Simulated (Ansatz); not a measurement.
# SrO (Fm-3m): converging a phonon calculation, part 2 of 3

Wanted: convergence of the phonons of SrO (Fm-3m) against cost.

Ansatz 0.2.0; DFT LDA, scalar-relativistic, plane waves, PAW.

So far, highest frequency on path, mesh or solved points (cm⁻¹): step 3 (the dispersion) 472; step 4 (q mesh 2×2×2) 472. The relaxed cell has a = 5.064 Å (conventional setting).

The database entry behind the starting cell differs from other determinations of this structure, so it need not match the best structure at room temperature.

## Step 7: The series together

Times are for 4 threads of Arm Neoverse N1, shared host. Results by setting:

```csv
no.,q mesh,k-mesh,mean frequency (cm⁻¹),zero-point energy per atom (meV),lowest frequency on the path (cm⁻¹),time,memory (GiB)
1,2×2×2,8×8×8,225.7,41.98,0,13 s,0.47
2,3×3×3,9×9×9,226.2,42.08,0,36 s,0.62
3,6×6×6,12×12×12,226.4,42.11,0,9.5 min,1.6
```

The runs together. The phonon density of states by wavenumber; read off at these points; values in 1/cm⁻¹/cell:

```csv
wavenumber (cm⁻¹),"2×2×2, 8×8×8","3×3×3, 9×9×9","6×6×6, 12×12×12"
2,0,0,0
18,9.0e-5,2.1e-4,1.6e-4
32,4.7e-4,8.3e-4,6.7e-4
52,0.00156,0.00234,0.00198
68,0.00317,0.00425,0.00393
82,0.00646,0.00761,0.00742
98,0.0141,0.0142,0.0147
112,0.0453,0.0366,0.0384
118,0.0447,0.0398,0.0399
132,0.0272,0.0301,0.0296
148,0.0169,0.0177,0.0178
162,0.0145,0.0139,0.0138
182,0.0135,0.0128,0.0133
192,0.0460,0.0439,0.0444
198,0.022,0.0267,0.0251
212,0.00862,0.00904,0.0088
228,0.00692,0.00966,0.00855
248,0.0164,0.0243,0.0243
262,0.0630,0.0301,0.0306
278,0.0268,0.0585,0.0570
292,0.0290,0.0201,0.00985
312,0.00914,0.00277,0.00366
328,0.00542,0.00431,0.00419
342,0.00549,0.0048,0.005
358,0.00577,0.00526,0.00566
378,0.00624,0.00593,0.00656
392,0.00667,0.00654,0.0073
408,0.00715,0.00726,0.00808
422,0.00769,0.00823,0.00888
442,0.00609,0.00912,0.00679
458,0.00402,0.00494,0.00445
472,3.9e-4,5.1e-4,5.7e-4
```

The runs together, line C_V. The C_V by temperature; values in J/mol-atom/K:

```csv
temperature (K),"2×2×2, 8×8×8","3×3×3, 9×9×9","6×6×6, 12×12×12"
0,0,0,0
50,4.24,4.29,4.28
100,12.1,12.1,12.1
150,17.0,17.0,17.0
200,19.8,19.7,19.7
250,21.4,21.3,21.3
300,22.3,22.3,22.3
350,23.0,23.0,23.0
400,23.4,23.4,23.4
450,23.7,23.7,23.7
500,23.9,23.9,23.9
550,24.1,24.1,24.1
600,24.2,24.2,24.2
650,24.3,24.3,24.3
700,24.4,24.4,24.4
750,24.5,24.5,24.5
800,24.5,24.5,24.5
850,24.6,24.6,24.6
900,24.6,24.6,24.6
950,24.7,24.7,24.7
1000,24.7,24.7,24.7
```

## Step 8: Another k mesh, k-mesh 2×2×2, q mesh 2×2×2

The k mesh is changed to 2×2×2 on a small fixed q mesh, to find the coarsest that serves.

The input, input.yaml:

```yaml
crystal:
  lattice:
    - [0.0, 2.5321152066, 2.5321152066]
    - [2.5321152066, 0.0, 2.5321152066]
    - [2.5321152066, 2.5321152066, 0.0]
  atoms:
    - { symbol: Sr, position: [0.5, 0.5, 0.5] }
    - { symbol: O, position: [0.0, 0.0, 0.0] }
kpoints:
  mp_grid: { grid: [2, 2, 2] }
hamiltonian:
  xc: lda
scf:
  occupations: { method: fixed }
output:
  eigenvalues: true
phonons:
  method: dfpt
  dielectric: true
  rigid_motions: translations
  qmesh: [2, 2, 2]
  temperatures: { t_max: 1000, t_step: 50 }
  qpath:
    path:
      - [[0.0, 0.0, 0.0], [0.5, 0.0, 0.5], [0.625, 0.25, 0.625]]
      - [[0.375, 0.375, 0.75], [0.0, 0.0, 0.0], [0.5, 0.5, 0.5], [0.5, 0.25, 0.75], [0.5, 0.0, 0.5]]
    npoints: 10
```

Started as:

```console
$ ansatz run input.yaml --threads 4 --pin off --max-ram 7168MiB --backend cpu --events-out ev --progress --plain --runs-dir out
```

Log:

```text
[...]
Crystal: 2 atoms, lattice volume = 32.470 Å³
Basis set: ecut = 420 eV, 609 PW (Γ), exchange–correlation on 48×48×48 points (8 copies of the dense FFT grid, shifted against one another)
Bands: 12, of which v1, the nominal top of the filled ones, is band 8 counted from 1 (7 counted from 0)
Symmetry: 48 space group operations
k-points: 4 of 8 (irreducible under 8 space group operations)
[...]
SCF iter   1: F=—  HF=-4002.619223 eV  |F-HF|=—  |Δ(HF+E_count)|=         —  Δρ=5.50e-3  dr2=5.12e-3  ethr=1.77e-3  ⟨swp⟩=6.0  Hψ=292  notcnv=0  defer=4
[...]
SCF iter   8: F=-4002.618063 eV  HF=-4002.618063 eV  |F-HF|=6.37e-12  |Δ(HF+E_count)|=  1.93e-10  Δρ=9.85e-8  dr2=2.50e-12  ethr=1.00e-12  ⟨swp⟩=8.0  Hψ=261  notcnv=0
SCF 1 converged in 8 iterations: F = -4002.618063 eV  dr2 = 2.50e-12
[...]
DFPT response loops at Γ: preconditioner auto → none (the input reference at scf.mixing.eps_inf says where Resta's filter doesn't serve); β = 0.50; Broyden in place of MSR1
── the response to a field inside a basis, on 6×6×6 k-points: an SCF that follows is theirs, and a resumed run solves both again ──
Bands: 9, of which v1, the nominal top of the filled ones, is band 8 counted from 1 (7 counted from 0)
k-points: 28 of 216 (irreducible under 12 space group operations)
[...]
Eigensolver: Dense (28 Hₖ)
SCF iter   1: F=—  HF=-4002.850476 eV  |F-HF|=—  |Δ(HF+E_count)|=         —  Δρ=1.25e-2  dr2=6.03e-2  ethr=1.00e-1
[...]
SCF iter   5: F=-4002.836777 eV  HF=-4002.836777 eV  |F-HF|=8.48e-9  |Δ(HF+E_count)|=   1.11e-6  Δρ=1.63e-5  dr2=3.73e-8  ethr=4.57e-8
SCF 1 converged in 5 iterations: F = -4002.836777 eV  dr2 = 3.73e-8
[...]
WARN: field response: ε∞ stands inside a basis, on 6×6×6 points; the force constants stand on the 2×2×2 k-mesh, whose period is 8.27 times the interband length at k = (0.0000, 0.0000, 0.0000), direct gap 3.954 eV, under 14: take them and everything formed from them as unconverged, and compare with a denser kpoints.mp_grid
[...]
SCF converged after 8 iterations
Free energy (F): -4002.618063 eV
[...]
Internal energy: -4002.618063 eV  (E = F + TS)
E sigma→0 (E₀):  -4002.618063 eV
Fermi energy:    8.263293 eV
[...]
--- Band table (eV) ---
  k-point 0: bands = [... 4 lower, -5.5757, 8.2633, 8.2633, 8.2633, 12.2169, 14.2764, 14.2764, 14.2764]
  k-point 1: bands = [... 4 lower, -4.1258, 5.8697, 7.0023, 7.0023, 14.8075, 16.6265, 17.1641, 17.1641]
  k-point 2: bands = [... 4 lower, -6.0152, 7.9060, 8.2111, 8.2111, 11.1457, 16.2162, 18.5764, 18.6253]
  k-point 3: bands = [... 4 lower, -6.0152, 7.9060, 8.2111, 8.2111, 11.1457, 16.2162, 18.5764, 18.6253]
--- Phonons (Γ-DFPT): 2 representative perturbations + reference, on 4 of 8 k-points (Σ response iterations 6) ---
  k mesh reduced under 8 symmetry operations, with k and −k counted as one. Each operation leaves every solved perturbation unchanged. A smaller set is not considered because the run solves the response to a homogeneous field
  ASR residual: 6.989e-5 → 0.000e0 eV/Å²; symmetrization residual: 1.684e-6 eV/Å²
  ASR residual per site (eV/Å²): 2.28e-5 6.99e-5
  Γ frequencies (cm⁻¹): -234.40 -234.40 -234.40 0.00 0.00 0.00
  ε∞ (high-frequency dielectric tensor):
        3.875432    -0.000000    -0.000000
       -0.000000     3.875432    -0.000000
       -0.000000    -0.000000     3.875432
  softest optical mode at Γ: -234.40 cm⁻¹; the repairs (sum rule, projections) moved no ω² at Γ by more than (1.17 cm⁻¹)²
  Born effective charges Z* (e; rows j = field, columns β = displacement):
    site 0:
         2.47266   -0.00000    0.00000
        -0.00000    2.47266   -0.00000
         0.00000   -0.00000    2.47266
    site 1:
        -2.47266    0.00000   -0.00000
         0.00000   -2.47266    0.00000
        -0.00000    0.00000   -2.47266
  Z* charge neutrality: 1.744e-3 e pre-enforcement
  solved inside a basis spanned on kpoints, on 6×6×6 k-points, its susceptibility summed on 8×8×8: ε∞ is read to err by 9.7e-3, Z* by 5.2e-2 e (field_mesh: kpoints solves on kpoints); Z* is corrected for what the basis lacks
  optical modes at Γ without the LO–TO term, one row a degenerate level:
      ω (cm⁻¹)  modes    IR ((D/Å)²/amu)
       -234.40      3            31.2792
  optical modes at Γ + LO–TO along q̂ = [1.0000, 0.0000, 0.0000]:
      ω (cm⁻¹)  modes    IR ((D/Å)²/amu)
       -234.40      2            20.8528
        348.97      1            10.4264
  optical modes at Γ + LO–TO along q̂ = [0.0000, 1.0000, 0.0000]:
      ω (cm⁻¹)  modes    IR ((D/Å)²/amu)
       -234.40      2            20.8528
        348.97      1            10.4264
  optical modes at Γ + LO–TO along q̂ = [0.0000, 0.0000, 1.0000]:
      ω (cm⁻¹)  modes    IR ((D/Å)²/amu)
       -234.40      2            20.8528
        348.97      1            10.4264
--- Phonons (arbitrary-q DFPT): 3 irreducible q on the 2×2×2 mesh ---
[...]
interpolated dispersion: 63 rows × 6 modes
[...]
zero-point energy: 0.062342 eV/cell   skipped modes (ω ≤ 0): 233, of them read as no rigid motion or as one in doubt: 230 (5.610e-1 modes/cell left out, lowest -234.40 cm⁻¹)   left out of the sums: 9.35e-2 of the cell's modes: C_V's classical limit lies that fraction below 3 k_B per atom; for a crystal, a wire or a layer, F and S can be off by more, and a phonons.interpolated_qmesh denser along its periods is the remedy for the sampling
```

The job ended after 9.1 s (4 threads of Arm Neoverse N1, shared host; peak memory 0.38 GiB).

The run finished with warnings, so it is set aside.

## Step 9: Another k mesh, k-mesh 4×4×4, q mesh 2×2×2

The k mesh is changed to 4×4×4 on a small fixed q mesh, to find the coarsest that serves.

Edit input.yaml of step 8 so:

```diff
@@ -9,3 +9,3 @@
 kpoints:
-  mp_grid: { grid: [2, 2, 2] }
+  mp_grid: { grid: [4, 4, 4] }
 hamiltonian:
```

Log:

```text
[...]
Crystal: 2 atoms, lattice volume = 32.470 Å³
Basis set: ecut = 420 eV, 609 PW (Γ), exchange–correlation on 48×48×48 points (8 copies of the dense FFT grid, shifted against one another)
Bands: 12, of which v1, the nominal top of the filled ones, is band 8 counted from 1 (7 counted from 0)
Symmetry: 48 space group operations
k-points: 13 of 64 (irreducible under 8 space group operations, time reversal used)
[...]
SCF iter   1: F=—  HF=-4002.843754 eV  |F-HF|=—  |Δ(HF+E_count)|=         —  Δρ=1.61e-2  dr2=8.50e-2  ethr=1.77e-3  ⟨swp⟩=6.2  Hψ=1004  notcnv=0  defer=22
[...]
SCF iter   7: F=-4002.824974 eV  HF=-4002.824974 eV  |F-HF|=3.73e-11  |Δ(HF+E_count)|=   6.56e-9  Δρ=5.71e-7  dr2=5.40e-11  ethr=1.00e-12  ⟨swp⟩=8.8  Hψ=1293  notcnv=0
SCF 1 converged in 7 iterations: F = -4002.824974 eV  dr2 = 5.40e-11
[...]
Bands: 9, of which v1, the nominal top of the filled ones, is band 8 counted from 1 (7 counted from 0)
k-points: 28 of 216 (irreducible under 12 space group operations)
[...]
Eigensolver: Dense (28 Hₖ)
SCF iter   1: F=—  HF=-4002.833922 eV  |F-HF|=—  |Δ(HF+E_count)|=         —  Δρ=7.49e-4  dr2=6.01e-5  ethr=1.00e-1
[...]
SCF iter   4: F=-4002.833906 eV  HF=-4002.833906 eV  |F-HF|=4.61e-9  |Δ(HF+E_count)|=   2.55e-6  Δρ=2.30e-5  dr2=4.28e-8  ethr=8.32e-8
SCF 1 converged in 4 iterations: F = -4002.833906 eV  dr2 = 4.28e-8
[...]
SCF converged after 7 iterations
Free energy (F): -4002.824974 eV
[...]
Internal energy: -4002.824974 eV  (E = F + TS)
E sigma→0 (E₀):  -4002.824974 eV
Fermi energy:    8.041676 eV
[...]
--- Band table (eV; the first three rows and the last of 13) ---
  k-point 0: bands = [... 4 lower, -5.5124, 8.0417, 8.0417, 8.0417, 12.1789, 14.2985, 14.2985, 14.2985]
  k-point 1: bands = [... 4 lower, -4.6733, 6.6840, 7.3699, 7.3699, 14.0685, 14.4672, 15.5062, 15.5062]
  k-point 2: bands = [... 4 lower, -4.2193, 5.7329, 6.8197, 6.8197, 14.7221, 16.6167, 17.1635, 17.1635]
  k-point 12: bands = [... 4 lower, -4.8839, 6.8393, 7.6739, 7.6739, 14.0815, 14.0815, 17.0530, 19.6514]
[...]
ASR residual: 4.199e-4 → 0.000e0 eV/Å²; symmetrization residual: 9.583e-7 eV/Å²
  ASR residual per site (eV/Å²): 8.38e-5 4.20e-4
  Γ frequencies (cm⁻¹): 0.00 0.00 0.00 210.05 210.05 210.05
  ε∞ (high-frequency dielectric tensor):
        3.875170     0.000000     0.000000
        0.000000     3.875170     0.000000
        0.000000     0.000000     3.875170
  ε⁰ (static dielectric tensor: ions relaxed, cell fixed):
       19.396400     0.000000    -0.000000
        0.000000    19.396400     0.000000
       -0.000000     0.000000    19.396400
  ε⁰ − ε∞ (ionic part):
       15.521229     0.000000    -0.000000
        0.000000    15.521229     0.000000
       -0.000000     0.000000    15.521229
[...]
Born effective charges Z* (e; rows j = field, columns β = displacement):
    site 0:
         2.47257   -0.00000   -0.00000
         0.00000    2.47257   -0.00000
        -0.00000    0.00000    2.47257
    site 1:
        -2.47257    0.00000    0.00000
        -0.00000   -2.47257    0.00000
         0.00000   -0.00000   -2.47257
  Z* charge neutrality: 2.397e-3 e pre-enforcement
[...]
optical modes at Γ without the LO–TO term, one row a degenerate level:
      ω (cm⁻¹)  modes    IR ((D/Å)²/amu)
        210.05      3            31.2769
  optical modes at Γ + LO–TO along q̂ = [1.0000, 0.0000, 0.0000]:
      ω (cm⁻¹)  modes    IR ((D/Å)²/amu)
        210.05      2            20.8513
        469.94      1            10.4256
  optical modes at Γ + LO–TO along q̂ = [0.0000, 1.0000, 0.0000]:
      ω (cm⁻¹)  modes    IR ((D/Å)²/amu)
        210.05      2            20.8513
        469.94      1            10.4256
  optical modes at Γ + LO–TO along q̂ = [0.0000, 0.0000, 1.0000]:
      ω (cm⁻¹)  modes    IR ((D/Å)²/amu)
        210.05      2            20.8513
        469.94      1            10.4256
--- Phonons (arbitrary-q DFPT): 3 irreducible q on the 2×2×2 mesh ---
[...]
interpolated dispersion: 63 rows × 6 modes
[...]
```

Run time: 7.6 s. Hardware: 4 threads; peak memory 0.34 GiB.

The run finished with warnings, so it is set aside.

## Step 10: Another k mesh, k-mesh 6×6×6, q mesh 2×2×2

The k mesh is changed to 6×6×6 on a small fixed q mesh, to find the coarsest that serves.

Edit input.yaml of step 9 so:

```diff
@@ -9,3 +9,3 @@
 kpoints:
-  mp_grid: { grid: [4, 4, 4] }
+  mp_grid: { grid: [6, 6, 6] }
 hamiltonian:
```

Log:

```text
[...]
Crystal: 2 atoms, lattice volume = 32.470 Å³
Basis set: ecut = 420 eV, 609 PW (Γ), exchange–correlation on 48×48×48 points (8 copies of the dense FFT grid, shifted against one another)
Bands: 12, of which v1, the nominal top of the filled ones, is band 8 counted from 1 (7 counted from 0)
Symmetry: 48 space group operations
k-points: 30 of 216 (irreducible under 8 space group operations, time reversal used)
[...]
optical modes at Γ + LO–TO along q̂ = [0.0000, 1.0000, 0.0000]:
      ω (cm⁻¹)  modes    IR ((D/Å)²/amu)
        215.35      2            20.8508
        472.32      1            10.4254
  optical modes at Γ + LO–TO along q̂ = [0.0000, 0.0000, 1.0000]:
      ω (cm⁻¹)  modes    IR ((D/Å)²/amu)
        215.35      2            20.8508
        472.32      1            10.4254
--- Phonons (arbitrary-q DFPT): 3 irreducible q on the 2×2×2 mesh ---
[...]
interpolated dispersion: 63 rows × 6 modes
[...]
[key lines of the parts left out:]
SCF converged after 8 iterations
Free energy (F): -4002.828662 eV
Fermi energy:    8.034435 eV
```

Run time: 11 s. Hardware: 4 threads; peak memory 0.4 GiB.

Frequencies (cm⁻¹) solved at each irreducible wavevector; negative means imaginary. Frequencies by wavevector, by row:

```csv
q in reciprocal lattice units,star,mode 1,mode 2,mode 3,mode 4,mode 5,mode 6
0 0 0,1,0,0,0,215.3,215.3,215.3
0 0 -0.5,4,110.8,110.8,234.8,285.8,285.8,436.6
0 -0.5 -0.5,3,126,126,197.7,242.2,242.2,310.6
```

The highest optical mode at the zone centre (no LO-TO term) is 215.3 cm⁻¹, -0.2 cm⁻¹ against the base run.

## Step 11: Another k mesh, q mesh 2×2×2

The k mesh is changed to 8×8×8 on a small fixed q mesh, to find the coarsest that serves.

Edit input.yaml of step 10 so:

```diff
@@ -9,3 +9,3 @@
 kpoints:
-  mp_grid: { grid: [6, 6, 6] }
+  mp_grid: { grid: [8, 8, 8] }
 hamiltonian:
```

Log:

```text
[...]
Crystal: 2 atoms, lattice volume = 32.470 Å³
Basis set: ecut = 420 eV, 609 PW (Γ), exchange–correlation on 48×48×48 points (8 copies of the dense FFT grid, shifted against one another)
Bands: 12, of which v1, the nominal top of the filled ones, is band 8 counted from 1 (7 counted from 0)
Symmetry: 48 space group operations
k-points: 59 of 512 (irreducible under 8 space group operations, time reversal used)
[...]
optical modes at Γ + LO–TO along q̂ = [0.0000, 1.0000, 0.0000]:
      ω (cm⁻¹)  modes    IR ((D/Å)²/amu)
        215.58      2            20.8554
        472.46      1            10.4277
  optical modes at Γ + LO–TO along q̂ = [0.0000, 0.0000, 1.0000]:
      ω (cm⁻¹)  modes    IR ((D/Å)²/amu)
        215.58      2            20.8554
        472.46      1            10.4277
--- Phonons (arbitrary-q DFPT): 3 irreducible q on the 2×2×2 mesh ---
[...]
interpolated dispersion: 63 rows × 6 modes
[...]
[key lines of the parts left out:]
SCF converged after 8 iterations
Free energy (F): -4002.828935 eV
Fermi energy:    8.034097 eV
```

It took 19 s on 4 threads; peak memory 0.49 GiB.

The highest optical mode at the zone centre (no LO-TO term) is 215.6 cm⁻¹, +0.0 cm⁻¹ against the base run.

## Step 12: Another k mesh, k-mesh 12×12×12, q mesh 2×2×2

The k mesh is changed to 12×12×12 on a small fixed q mesh, to find the coarsest that serves.

Edit input.yaml of step 11 so:

```diff
@@ -9,3 +9,3 @@
 kpoints:
-  mp_grid: { grid: [8, 8, 8] }
+  mp_grid: { grid: [12, 12, 12] }
 hamiltonian:
```

Log:

```text
[...]
Crystal: 2 atoms, lattice volume = 32.470 Å³
Basis set: ecut = 420 eV, 609 PW (Γ), exchange–correlation on 48×48×48 points (8 copies of the dense FFT grid, shifted against one another)
Bands: 12, of which v1, the nominal top of the filled ones, is band 8 counted from 1 (7 counted from 0)
Symmetry: 48 space group operations
k-points: 163 of 1728 (irreducible under 8 space group operations, time reversal used)
[...]
optical modes at Γ + LO–TO along q̂ = [0.0000, 1.0000, 0.0000]:
      ω (cm⁻¹)  modes    IR ((D/Å)²/amu)
        215.61      2            20.8639
        472.55      1            10.4319
  optical modes at Γ + LO–TO along q̂ = [0.0000, 0.0000, 1.0000]:
      ω (cm⁻¹)  modes    IR ((D/Å)²/amu)
        215.61      2            20.8639
        472.55      1            10.4319
--- Phonons (arbitrary-q DFPT): 3 irreducible q on the 2×2×2 mesh ---
[...]
interpolated dispersion: 63 rows × 6 modes
[...]
[key lines of the parts left out:]
SCF converged after 8 iterations
Free energy (F): -4002.828983 eV
Fermi energy:    8.034075 eV
```

Run time: 36 s. Hardware: 4 threads; peak memory 0.73 GiB.

The highest optical mode at the zone centre (no LO-TO term) is 215.6 cm⁻¹, +0.0 cm⁻¹ against the base run.

## Step 13: The series together

Times are for 4 threads of Arm Neoverse N1, shared host. Results by setting:

```csv
no.,k-mesh,lowest mode on the q mesh (acoustic modes at Γ apart) (cm⁻¹),"highest frequency on path, mesh or solved points (cm⁻¹)",time,memory (GiB)
1,6×6×6,110.8,472.3,11 s,0.40
2,8×8×8,110.8,472.5,19 s,0.49
3,12×12×12,110.8,472.6,36 s,0.73
```

The phonon density of states has structure finer than the step of the table below, so its rows give means over 20 cm⁻¹. Peaks (cm⁻¹: height): 6×6×6 112.5: 0.0453, 192.5: 0.0460, 262.5: 0.0628; 8×8×8 112.5: 0.0453, 192.5: 0.0460, 262.5: 0.0630; 12×12×12 112.5: 0.0453, 192.5: 0.0460, 262.5: 0.0629.

The runs together. The phonon density of states by wavenumber; means over each step; values in 1/cm⁻¹/cell:

```csv
wavenumber (cm⁻¹),6×6×6,8×8×8,12×12×12
20,1.8e-4,1.8e-4,1.8e-4
40,8.3e-4,8.3e-4,8.3e-4
60,0.00234,0.00234,0.00234
80,0.00603,0.00603,0.00603
100,0.0191,0.0191,0.0191
120,0.0412,0.0412,0.0412
140,0.0220,0.0220,0.0220
160,0.0147,0.0147,0.0147
180,0.0154,0.0154,0.0154
200,0.0216,0.0216,0.0216
220,0.00777,0.00774,0.00773
240,0.00997,0.00987,0.00984
260,0.0455,0.0455,0.0455
280,0.0291,0.0292,0.0292
300,0.0154,0.0154,0.0155
320,0.00632,0.00632,0.00632
340,0.00548,0.00548,0.00548
360,0.00582,0.00582,0.00583
380,0.00631,0.00631,0.00631
400,0.00689,0.00689,0.00689
420,0.00760,0.00760,0.00760
440,0.00669,0.00667,0.00667
460,0.00348,0.00349,0.00350
```

The runs together, line C_V. Table of C_V, 6×6×6 = 8×8×8 = 12×12×12 by temperature:

```csv
temperature (K),"C_V, 6×6×6 = 8×8×8 = 12×12×12 (J/mol-atom/K)"
0,0
50,4.24
100,12.1
150,17.0
200,19.8
250,21.4
300,22.3
350,23.0
400,23.4
450,23.7
500,23.9
550,24.1
600,24.2
650,24.3
700,24.4
750,24.5
800,24.5
850,24.6
900,24.6
950,24.7
1000,24.7
```

(Continued in part 3 of 3.)

[Long decimals in the printed logs are rounded to 6 places.]

[Logs are printed without paths, hosts, clocks, repeated set-up lines and the standing remarks that a program may print on its own settings, such as how far it seeks lower states.]

[Hosts, paths, dates, database ids (printed as entryN), source tags and the programs' standing remarks are cut or masked in the printed files.]

[Where the starting crystal was built by hand or by swapping elements, it need not be the compound's stable phase.]
